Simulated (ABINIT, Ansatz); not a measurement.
**SnH2 (Fm-3m): zone-centre phonons**

Which modes does SnH2 (Fm-3m) have at the zone centre?

Main program and level: ABINIT 10.8.3; DFT LDA, scalar-relativistic, plane waves, HGH norm-conserving pseudopotentials.

The structure was built from a prototype and need not be the compound's stable phase.

## (1) The structure

The structure is cubic, space group Fm-3m (No. 225). The conventional cell has a = 5.223 Å, b = 5.223 Å, c = 5.223 Å, α = 90.00°, β = 90.00°, γ = 90.00°. Sn has 8 H at 2.26 Å nearest. H has 4 Sn at 2.26 Å nearest. Farther neighbours are not listed.

## (2) Relaxation

The harmonic expansion needs vanishing forces, and a free crystal bears no stress, so cell and atoms are brought to rest. Stress is more sensitive to the basis than forces are: the last 3 Ha under the cutoff are smoothed with ecutsm, and the cutoff is raised above that of the later runs.

The starting cell comes from a relaxation made beforehand in Ansatz (LDA, PseudoDojo NC).

Input file relax.abi:

```
# relaxation
ionmov 2
optcell 2
dilatmx 1.08
ntime 40
tolmxf 1.0d-05
tolvrs 1.0d-14
prtwf 0
prtden 0
chksymtnons 0

# basis, mesh and filling
ecut 43.0
ecutsm 3.0
ixc 7
ngkpt 10 10 10
nshiftk 1
shiftk 0.0 0.0 0.0
istwfk *1
occopt 3
tsmear 0.01
nband 8
nstep 100
diemac 1000000.0
prtebands 0
prtgsr 0
useylm 1

# cell and atoms
acell 3*1.0 Angstrom
rprim 
    0.0 2.611748035 2.611748035
    2.611748035 0.0 2.611748035
    2.611748035 2.611748035 0.0
ntypat 2
znucl 50 1
natom 3
typat 1 2 2
xred 
    0.0 0.0 0.0
    0.25 0.25 0.25
    0.75 0.75 0.75
pp_dirpath "./pseudo"
pseudos "Sn.hgh, H.hgh"
```

Launch:

```sh
OMP_NUM_THREADS=1 mpirun -n 4 abinit relax.abi > relax.log
```

Numbers of over 12 decimals in the logs are rounded to 6 here.

relax.abo, the main output file:

```text
[banners, grids, parts of the stress and lines that vanish by symmetry left out]
- input  file    -> relax.abi
- output file    -> relax.abo
- root for input  files -> relaxi
[...]
Symmetries : space group Fm -3 m (#225); Bravais cF (face-center cubic)
[...]
mpw =        4096          nfft =      110592          nkpt =          47
[...]
== DATASET  1 ==================================================================
[...]
cutoff_energies: {ecut:  43.0, pawecutdg:  -1.0, }
[...]
Exchange-correlation functional for the present dataset will be:
  LDA: Perdew-Wang 92 LSD fit to Ceperley-Alder data - ixc=7
[...]
ETOT  1  -4.655663    -4.656E+00 5.260E-02 3.091E+01
 ETOT  2  -4.665966    -1.030E-02 1.108E-03 6.555E-01
 ETOT  3  -4.665983    -1.697E-05 1.139E-04 1.638E-02
 ETOT  4  -4.665984    -9.139E-07 1.802E-04 1.200E-03
 ETOT  5  -4.665984    -5.526E-08 2.715E-05 9.351E-06
[...]
At SCF step   10       vres2   =  7.89E-18 < tolvrs=  1.00E-14 =>converged.
[...]
sigma(1 1)= -7.19210856E-06  sigma(3 2)=  0.00000000E+00
  sigma(2 2)= -7.19210856E-06  sigma(3 1)=  0.00000000E+00
  sigma(3 3)= -7.19210856E-06  sigma(2 1)=  0.00000000E+00
[...]
convergence: {deltae:  2.043E-14, res2:  7.889E-18, residm:  1.347E-05, diffor: null, }
etotal    :  -4.66598398E+00
[...]
ETOT  1  -4.665985    -4.666E+00 1.011E-05 6.878E-04
[...]
At SCF step    7       vres2   =  4.22E-16 < tolvrs=  1.00E-14 =>converged.
[...]
sigma(1 1)= -6.00850765E-06  sigma(3 2)=  0.00000000E+00
  sigma(2 2)= -6.00850765E-06  sigma(3 1)=  0.00000000E+00
  sigma(3 3)= -6.00850765E-06  sigma(2 1)=  0.00000000E+00
[...]
convergence: {deltae: -1.101E-13, res2:  4.221E-16, residm:  2.103E-06, diffor: null, }
etotal    :  -4.66598501E+00
[...]
ETOT  1  -4.665986    -4.666E+00 1.469E-06 1.789E-02
[...]
ETOT  7  -4.665987     1.394E-13 6.163E-07 1.155E-14
 ETOT  8  -4.665987     1.599E-14 4.357E-07 3.358E-17
 At SCF step    8       vres2   =  3.36E-17 < tolvrs=  1.00E-14 =>converged.
[...]
sigma(1 1)= -2.85268554E-08  sigma(3 2)=  0.00000000E+00
  sigma(2 2)= -2.85268554E-08  sigma(3 1)=  0.00000000E+00
  sigma(3 3)= -2.85268554E-08  sigma(2 1)=  0.00000000E+00
[...]
convergence: {deltae:  1.599E-14, res2:  3.358E-17, residm:  4.357E-07, diffor: null, }
etotal    :  -4.66598740E+00
[...]
At Broyd/MD step   3, gradients are converged :
[...]
sigma(1 1)= -2.85268554E-08  sigma(3 2)=  0.00000000E+00
  sigma(2 2)= -2.85268554E-08  sigma(3 1)=  0.00000000E+00
  sigma(3 3)= -2.85268554E-08  sigma(2 1)=  0.00000000E+00
[...]
- sigma(1 1)= -8.39289061E-04  sigma(3 2)=  0.00000000E+00
- sigma(2 2)= -8.39289061E-04  sigma(3 1)=  0.00000000E+00
- sigma(3 3)= -8.39289061E-04  sigma(2 1)=  0.00000000E+00
[...]
fcart     -0.0000000000E+00 -0.0000000000E+00 -0.0000000000E+00
           strten     -2.8526855367E-08 -2.8526855368E-08 -2.8526855368E-08
================================================================================

[key lines of the parts left out:]
pressure_GPa:   8.3929E-04
Total energy (etotal) [Ha]= -4.66598740187467E+00
```

It took 22 s on 4 MPI ranks of Arm Neoverse V2, shared host.

Step by step:

```
step  energy less that of the first step (eV)  largest force (eV/Å)  volume (Å³)
   1                                   0.0000                0.0000        35.63
   2                                   0.0000                0.0000        35.65
   3                                  -0.0001                0.0000        35.77
```

| conventional cell, symmetrised | before | after | change |
| --- | --- | --- | --- |
| a (Å) | 5.223 | 5.230 | +0.1 % |
| b (Å) | 5.223 | 5.230 | +0.1 % |
| c (Å) | 5.223 | 5.230 | +0.1 % |
| volume (Å³/atom) | 11.88 | 11.92 | +0.4 % |

The relaxed structure:

```cif
data_structure
_symmetry_space_group_name_H-M 'P 1'
_symmetry_Int_Tables_number 1
_cell_length_a 3.6984
_cell_length_b 3.6984
_cell_length_c 3.6984
_cell_angle_alpha 60.000
_cell_angle_beta 60.000
_cell_angle_gamma 60.000
_cell_volume 35.77
loop_
_atom_site_label
_atom_site_type_symbol
_atom_site_fract_x
_atom_site_fract_y
_atom_site_fract_z
_atom_site_occupancy
Sn1 Sn 0.00000 0.00000 0.00000 1
H2 H 0.25000 0.25000 0.25000 1
H3 H 0.75000 0.75000 0.75000 1
```

This step gave:

```
volume per atom   : 11.92 Å³
pressure          : 8.39e-4 GPa
gap on the k-mesh : 0 eV
```

The volume changes by +0.4 % from the cell with which this run began.

## (3) Self-consistent run for the response

First-order wavefunctions inherit every error of the ground state, hence the very tight tolvrs. Occupations are smeared.

Input file gs.abi:

```
# ground state
tolvrs 1.0d-16
prtden 1
prtwf 1
prtpot 1

# basis, mesh and filling
ecut 35.0
ixc 7
ngkpt 12 12 12
nshiftk 1
shiftk 0.0 0.0 0.0
istwfk *1
occopt 3
tsmear 0.01
nband 8
nstep 100
diemac 1000000.0
prtebands 0
prtgsr 0
useylm 1

# cell and atoms
acell 3*1.0 Angstrom
rprim 
    0.0 2.615183533 2.615183533
    2.615183533 0.0 2.615183533
    2.615183533 2.615183533 0.0
ntypat 2
znucl 50 1
natom 3
typat 1 2 2
xred 
    0.0 0.0 0.0
    0.25 0.25 0.25
    0.75 0.75 0.75
pp_dirpath "./pseudo"
pseudos "Sn.hgh, H.hgh"
```

Launch:

```sh
OMP_NUM_THREADS=1 mpirun -n 4 abinit gs.abi > gs.log
```

gs.abo, the main output file:

```text
[banners, grids, parts of the stress and lines that vanish by symmetry left out]
- input  file    -> gs.abi
- output file    -> gs.abo
- root for input  files -> gsi
[...]
Symmetries : space group Fm -3 m (#225); Bravais cF (face-center cubic)
[...]
mpw =        2421          nfft =       64000          nkpt =          72
[...]
== DATASET  1 ==================================================================
[...]
cutoff_energies: {ecut:  35.0, pawecutdg:  -1.0, }
[...]
Exchange-correlation functional for the present dataset will be:
  LDA: Perdew-Wang 92 LSD fit to Ceperley-Alder data - ixc=7
[...]
ETOT  1  -4.658800    -4.659E+00 2.001E-02 1.768E+01
 ETOT  2  -4.665050    -6.250E-03 7.188E-04 3.445E-01
 ETOT  3  -4.665066    -1.646E-05 3.434E-04 8.376E-03
 ETOT  4  -4.665067    -8.764E-07 5.835E-04 6.059E-04
 ETOT  5  -4.665067    -4.811E-08 9.466E-05 2.948E-06
[...]
ETOT  9  -4.665067    -1.270E-13 3.332E-05 1.444E-15
 ETOT 10  -4.665067     6.040E-14 2.440E-05 3.630E-18
 At SCF step   10       vres2   =  3.63E-18 < tolvrs=  1.00E-16 =>converged.
[...]
sigma(1 1)=  2.07511662E-05  sigma(3 2)=  0.00000000E+00
  sigma(2 2)=  2.07511662E-05  sigma(3 1)=  0.00000000E+00
  sigma(3 3)=  2.07511662E-05  sigma(2 1)=  0.00000000E+00
[...]
convergence: {deltae:  6.040E-14, res2:  3.630E-18, residm:  2.440E-05, diffor: null, }
etotal    :  -4.66506729E+00
[...]
sigma(1 1)=  2.07511662E-05  sigma(3 2)=  0.00000000E+00
  sigma(2 2)=  2.07511662E-05  sigma(3 1)=  0.00000000E+00
  sigma(3 3)=  2.07511662E-05  sigma(2 1)=  0.00000000E+00
[...]
- sigma(1 1)=  6.10520389E-01  sigma(3 2)=  0.00000000E+00
- sigma(2 2)=  6.10520389E-01  sigma(3 1)=  0.00000000E+00
- sigma(3 3)=  6.10520389E-01  sigma(2 1)=  0.00000000E+00
[...]
fcart     -0.0000000000E+00 -0.0000000000E+00 -0.0000000000E+00
           strten      2.0751166249E-05  2.0751166249E-05  2.0751166249E-05
================================================================================

[key lines of the parts left out:]
pressure_GPa:  -6.1052E-01
```

Elapsed: 9.4 s, on 4 MPI ranks; 37 s of CPU time.

Read from the output:

```yaml
pressure: -0.6105 GPa
```

The cell stands at -0.61 GPa: the relaxation ran with a smoothed and higher cutoff and on another k mesh.

## (4) Linear response at Γ

At q = 0 one unit cell holds all displacements. The response is solved for single atoms along the cell's directions, and symmetry skips those that follow from others. The crystal is treated as a metal, which screens a static field, so no field response is asked.

Input file dfpt_gamma.abi:

```

# common to the responses
getwfk_filepath "gso_WFK"
kptopt 2
nqpt 1
qpt 0.0 0.0 0.0
asr 0
chneut 0

# displacements
rfphon 1
rfatpol 1 3
rfdir 1 1 1
tolvrs 1.0d-10
prtwf 0

# basis, mesh and filling
ecut 35.0
ixc 7
ngkpt 12 12 12
nshiftk 1
shiftk 0.0 0.0 0.0
istwfk *1
occopt 3
tsmear 0.01
nband 8
nstep 100
diemac 1000000.0
prtebands 0
prtgsr 0
useylm 1

# cell and atoms
acell 3*1.0 Angstrom
rprim 
    0.0 2.615183533 2.615183533
    2.615183533 0.0 2.615183533
    2.615183533 2.615183533 0.0
ntypat 2
znucl 50 1
natom 3
typat 1 2 2
xred 
    0.0 0.0 0.0
    0.25 0.25 0.25
    0.75 0.75 0.75
pp_dirpath "./pseudo"
pseudos "Sn.hgh, H.hgh"
```

Launch:

```sh
OMP_NUM_THREADS=1 mpirun -n 4 abinit dfpt_gamma.abi > dfpt_gamma.log
```

dfpt_gamma.abo, the main output file:

```text
[banners, grids, parts of the stress and lines that vanish by symmetry left out]
- input  file    -> dfpt_gamma.abi
- output file    -> dfpt_gamma.abo
- root for input  files -> dfpt_gammai
- root for output files -> dfpt_gammao

 Symmetries : space group Fm -3 m (#225); Bravais cF (face-center cubic)
================================================================================
 Values of the parameters that define the memory need of the present run (RF).
     intxc =       0      iscf =       7    lmnmax =      14     lnmax =       6
     mgfft =      40  mpssoang =       3    mqgrid =    3001     natom =       3
  nloc_mem =       1    nspden =       1   nspinor =       1    nsppol =       1
      nsym =      48    n1xccc =       0    ntypat =       2    occopt =       3
   xclevel =       1
-    mband =           8        mffmem =           1         mkmem =         217
-   mkqmem =         217        mk1mem =         217           mpw =        2421
      nfft =       64000          nkpt =         868
- my_mband =           8
================================================================================
================================================================================

--------------------------------------------------------------------------------
------------- Echo of variables that govern the present computation ------------
--------------------------------------------------------------------------------
-
- outvars: echo of selected default values
-   iomode0 =  0 , fftalg0 =312 , wfoptalg0 =  0
-
- outvars: echo of global parameters not present in the input file
-  max_nthreads =    1
-
 -outvars: echo values of preprocessed input variables
 [... echo left out ...]
================================================================================

 chkinp: Checking input parameters for consistency.

[...]
== DATASET  1 ==================================================================
-   mpi_nproc: 4, omp_nthreads: 1 (-1 if OMP is not activated)

--- !DatasetInfo
iteration_state: {dtset: 1, }
dimensions: {natom: 3, nkpt: 868, mband: 8, nsppol: 1, nspinor: 1, nspden: 1, mpw: 2421, }
cutoff_energies: {ecut:  35.0, pawecutdg:  -1.0, }
electrons: {nelect:   6.00000000E+00, charge:   0.00000000E+00, occopt:   3.00000000E+00, tsmear:   1.00000000E-02, }
meta: {optdriver: 1, rfphon: 1, }
...

 mkfilename: getwfk from: gso_WFK

 Exchange-correlation functional for the present dataset will be:
  LDA: Perdew-Wang 92 LSD fit to Ceperley-Alder data - ixc=7
 Citation for XC functional:
  J.P.Perdew and Y.Wang, PRB 45, 13244 (1992)

 Real(R)+Recip(G) space primitive vectors, cartesian coordinates (Bohr,Bohr^-1):
 R(1)=  0.0000000  4.9419806  4.9419806  G(1)= -0.1011740  0.1011740  0.1011740
 R(2)=  4.9419806  0.0000000  4.9419806  G(2)=  0.1011740 -0.1011740  0.1011740
 R(3)=  4.9419806  4.9419806  0.0000000  G(3)=  0.1011740  0.1011740 -0.1011740
 Unit cell volume ucvol=  2.4139769E+02 bohr^3
 Angles (23,13,12)=  6.00000000E+01  6.00000000E+01  6.00000000E+01 degrees
 setup1 : take into account q-point for computing boxcut.

 getcut: wavevector=  0.0000  0.0000  0.0000  ngfft=  40  40  40
         ecut(hartree)=     35.000   => boxcut(ratio)=   2.14904

--- Pseudopotential description ------------------------------------------------
- pspini: atom type   1  psp file is ./pseudo/Sn.hgh

- pspini: atom type   2  psp file is ./pseudo/H.hgh

   1.51667852E+02                                ecore*ucvol(ha*bohr**3)
--------------------------------------------------------------------------------

 ==>  initialize data related to q vector <==

 The list of irreducible perturbations for this q vector is:
    1)    idir= 1    ipert=   1
    2)    idir= 1    ipert=   2

[...]
The perturbation idir=   2  ipert=   1 is
 symmetric of a previously calculated perturbation.
 So, its SCF calculation is not needed.

 The perturbation idir=   3  ipert=   1 is
 symmetric of a previously calculated perturbation.
 So, its SCF calculation is not needed.

 The perturbation idir=   2  ipert=   2 is
 symmetric of a previously calculated perturbation.
 So, its SCF calculation is not needed.

 The perturbation idir=   3  ipert=   2 is
 symmetric of a previously calculated perturbation.
 So, its SCF calculation is not needed.

 The perturbation idir=   1  ipert=   3 is
 symmetric of a previously calculated perturbation.
 So, its SCF calculation is not needed.

 The perturbation idir=   2  ipert=   3 is
 symmetric of a previously calculated perturbation.
 So, its SCF calculation is not needed.

 The perturbation idir=   3  ipert=   3 is
 symmetric of a previously calculated perturbation.
 So, its SCF calculation is not needed.

--------------------------------------------------------------------------------
 Perturbation wavevector (in red.coord.)   0.000000  0.000000  0.000000
 Perturbation : displacement of atom   1   along direction   1
 Found     4 symmetries that leave the perturbation invariant.

[...]
dfpt_looppert : total number of electrons, from k and k+q
  fully or partially occupied states are    6.000000E+00 and    6.000000E+00.
 Initialisation of the first-order wave-functions :
  ireadwf=   0

--- !BeginCycle
iteration_state: {dtset: 1, }
solver: {iscf: 7, nstep: 100, nline: 4, wfoptalg: 0, }
tolerances: {tolvrs: 1.00E-10, }
...

     iter   2DEtotal(Ha)        deltaE(Ha) residm    vres2
-ETOT  1  0.519068     -4.934E+01 6.597E-01 5.696E+03
 ETOT  2 -0.391870     -9.109E-01 2.582E-03 9.923E+01
 ETOT  3 -0.406859     -1.499E-02 1.905E-04 5.030E-01
 ETOT  4 -0.406915     -5.637E-05 2.018E-07 8.421E-03
 ETOT  5 -0.406916     -7.962E-07 4.495E-09 6.173E-05
[...]
At SCF step    8       vres2   =  1.35E-12 < tolvrs=  1.00E-10 =>converged.
[...]
Mean square residual over all n,k,spin=   40.457E-18; max=  35.077E-15

 Thirteen components of 2nd-order total energy (hartree) are
 1,2,3: 0th-order hamiltonian combined with 1st-order wavefunctions
     kin0=   4.57179262E+01 eigvalue=   2.03470595E+00  local=  -1.20348115E+01
 4,5,6: 1st-order hamiltonian combined with 1st and 0th-order wfs
 loc psp =  -3.51858565E+01  Hartree=   4.29747441E+00     xc=  -4.40597653E+00
 note that "loc psp" includes a xc core correction that could be resolved
 7,8,9: eventually, occupation + non-local contributions
    edocc=   4.75483126E+00     enl0=   9.90216661E+00   enl1=  -6.53467763E+01
 1-9 gives the relaxation energy (to be shifted if some occ is /=2.0)
   erelax=  -5.02663164E+01
 10,11,12 Non-relaxation  contributions : frozen-wavefunctions and Ewald
 fr.local=   1.18579268E+01 fr.nonlo=   3.12207263E+01  Ewald=   6.78074724E+00
 13,14 Frozen wf xc core corrections (1) and (2)
 frxc 1  =   0.00000000E+00  frxc 2 =   0.00000000E+00
 Resulting in :
 2DEtotal=   -0.4069159758E+00 Ha. Also 2DEtotal=   -0.110727477875E+02 eV
    (2DErelax=   -5.0266316370E+01 Ha. 2DEnonrelax=    4.9859400394E+01 Ha)
    (  non-var. 2DEtotal :   -4.0691599844E-01 Ha)

[...]
Perturbation wavevector (in red.coord.)   0.000000  0.000000  0.000000
 Perturbation : displacement of atom   2   along direction   1
 Found     2 symmetries that leave the perturbation invariant.

--------------------------------------------------------------------------------

--------------------------------------------------------------------------------

 dfpt_looppert : total number of electrons, from k and k+q
  fully or partially occupied states are    6.000000E+00 and    6.000000E+00.
 Initialisation of the first-order wave-functions :
  ireadwf=   0

--- !BeginCycle
iteration_state: {dtset: 1, }
solver: {iscf: 7, nstep: 100, nline: 4, wfoptalg: 0, }
tolerances: {tolvrs: 1.00E-10, }
...

     iter   2DEtotal(Ha)        deltaE(Ha) residm    vres2
-ETOT  1   2.368838     -4.787E+01 5.751E-01 1.032E+04
[...]
ETOT  7  0.362797     -1.419E-10 3.395E-12 4.762E-09
 ETOT  8  0.362797     -1.329E-12 3.943E-13 3.972E-11

 At SCF step    8       vres2   =  3.97E-11 < tolvrs=  1.00E-10 =>converged.
[...]
Mean square residual over all n,k,spin=   51.048E-17; max=  39.427E-14

 Thirteen components of 2nd-order total energy (hartree) are
 1,2,3: 0th-order hamiltonian combined with 1st-order wavefunctions
     kin0=   5.20048393E+01 eigvalue=   1.24758585E+00  local=  -1.21967489E+01
 4,5,6: 1st-order hamiltonian combined with 1st and 0th-order wfs
 loc psp =  -9.97586370E+01  Hartree=   9.77287408E+00     xc=  -6.02680512E+00
 note that "loc psp" includes a xc core correction that could be resolved
 7,8,9: eventually, occupation + non-local contributions
    edocc=   4.89712363E+00     enl0=   1.80449633E-01   enl1=   0.00000000E+00
 1-9 gives the relaxation energy (to be shifted if some occ is /=2.0)
   erelax=  -4.98793185E+01
 10,11,12 Non-relaxation  contributions : frozen-wavefunctions and Ewald
 fr.local=   4.60041481E+01 fr.nonlo=   0.00000000E+00  Ewald=   4.23796703E+00
 13,14 Frozen wf xc core corrections (1) and (2)
 frxc 1  =   0.00000000E+00  frxc 2 =   0.00000000E+00
 Resulting in :
 2DEtotal=    0.3627966055E+00 Ha. Also 2DEtotal=    0.987219855963E+01 eV
    (2DErelax=   -4.9879318491E+01 Ha. 2DEnonrelax=    5.0242115096E+01 Ha)
    (  non-var. 2DEtotal :    3.6279659367E-01 Ha)

[...]
---- first-order wavefunction calculations are completed ----

 ==> Compute Derivative Database <==

 [... matrices left out ...]
  Phonon wavevector (reduced coordinates) :  0.00000  0.00000  0.00000
 Phonon energies in Hartree :
  -1.519103E-03 -1.519103E-03 -1.519103E-03 -4.939143E-06 -4.939143E-06
  -4.939142E-06  3.217687E-03  3.217687E-03  3.217687E-03
 Phonon frequencies in cm-1    :
- -3.334047E+02 -3.334047E+02 -3.334047E+02 -1.084017E+00 -1.084017E+00
- -1.084016E+00  7.062008E+02  7.062008E+02  7.062008E+02

== END DATASET(S) ==============================================================
================================================================================

 -outvars: echo values of variables after computation
            acell      1.8897261259E+00  1.8897261259E+00  1.8897261259E+00 Bohr
           etotal      3.6279660545E-01
            fcart      0.0000000000E+00  0.0000000000E+00  0.0000000000E+00
           strten      0.0000000000E+00  0.0000000000E+00  0.0000000000E+00
================================================================================
```

Run time: 71 s. Hardware: 4 MPI ranks; 4.7 min of CPU time.

This step gave:

```
largest acoustic frequency at the zone centre before the sum rule : -1.08 cm⁻¹
highest optical zone-centre mode (no LO-TO term)                  : 706.2 cm⁻¹
lowest optical zone-centre mode                                   : -333.4 cm⁻¹
```

The acoustic modes at Γ come out as far as 1.1 cm⁻¹ from zero, where they should vanish, a small numerical error. The lowest optical mode is imaginary, 333i cm⁻¹, an instability at this level and on this k mesh.

## (5) Summary of results

- space group after relaxation: Fm-3m
- volume per atom: 11.9 Å³
- highest optical zone-centre mode (no LO-TO term): 706.2 cm⁻¹
- lowest optical zone-centre mode: -333.4 cm⁻¹

At the LDA level the optical modes of SnH2 (Fm-3m) at the zone centre run from 333i to 706 cm⁻¹, so the structure is a saddle point, with 3 modes beyond 10i cm⁻¹ there. The base run prints -0.61 GPa, mostly the error of a finite basis; the relaxation, with a smoothed and higher cutoff, had brought the cell to rest. These are harmonic frequencies: anharmonic shifts and widths and the lattice's thermal expansion are left out. The Fermi-Dirac smearing of 0.01 Ha is an electronic temperature of 3158 K, which adds a pressure of its own and can shift the volume and soft modes. The HGH files keep few electrons and have no core correction, which is cheap but rough for Sn. In a metal the frequencies hang on the k mesh and the smearing, most of all near Kohn anomalies. A run on a mesh of wavevectors was begun and cut off at its time limit; it is not shown, and nothing is said of wavevectors that it left out. The structure is a hypothetical one, built on a prototype.

[Host names and launcher messages were left out of these logs when they were recorded.]

[Logs are printed without paths, hosts, clocks, repeated set-up lines and the standing remarks that a program may print on its own settings, such as how far it seeks lower states.]

[Hosts, paths, dates, database ids (printed as entryN), source tags and the programs' standing remarks are cut or masked in the printed files.]
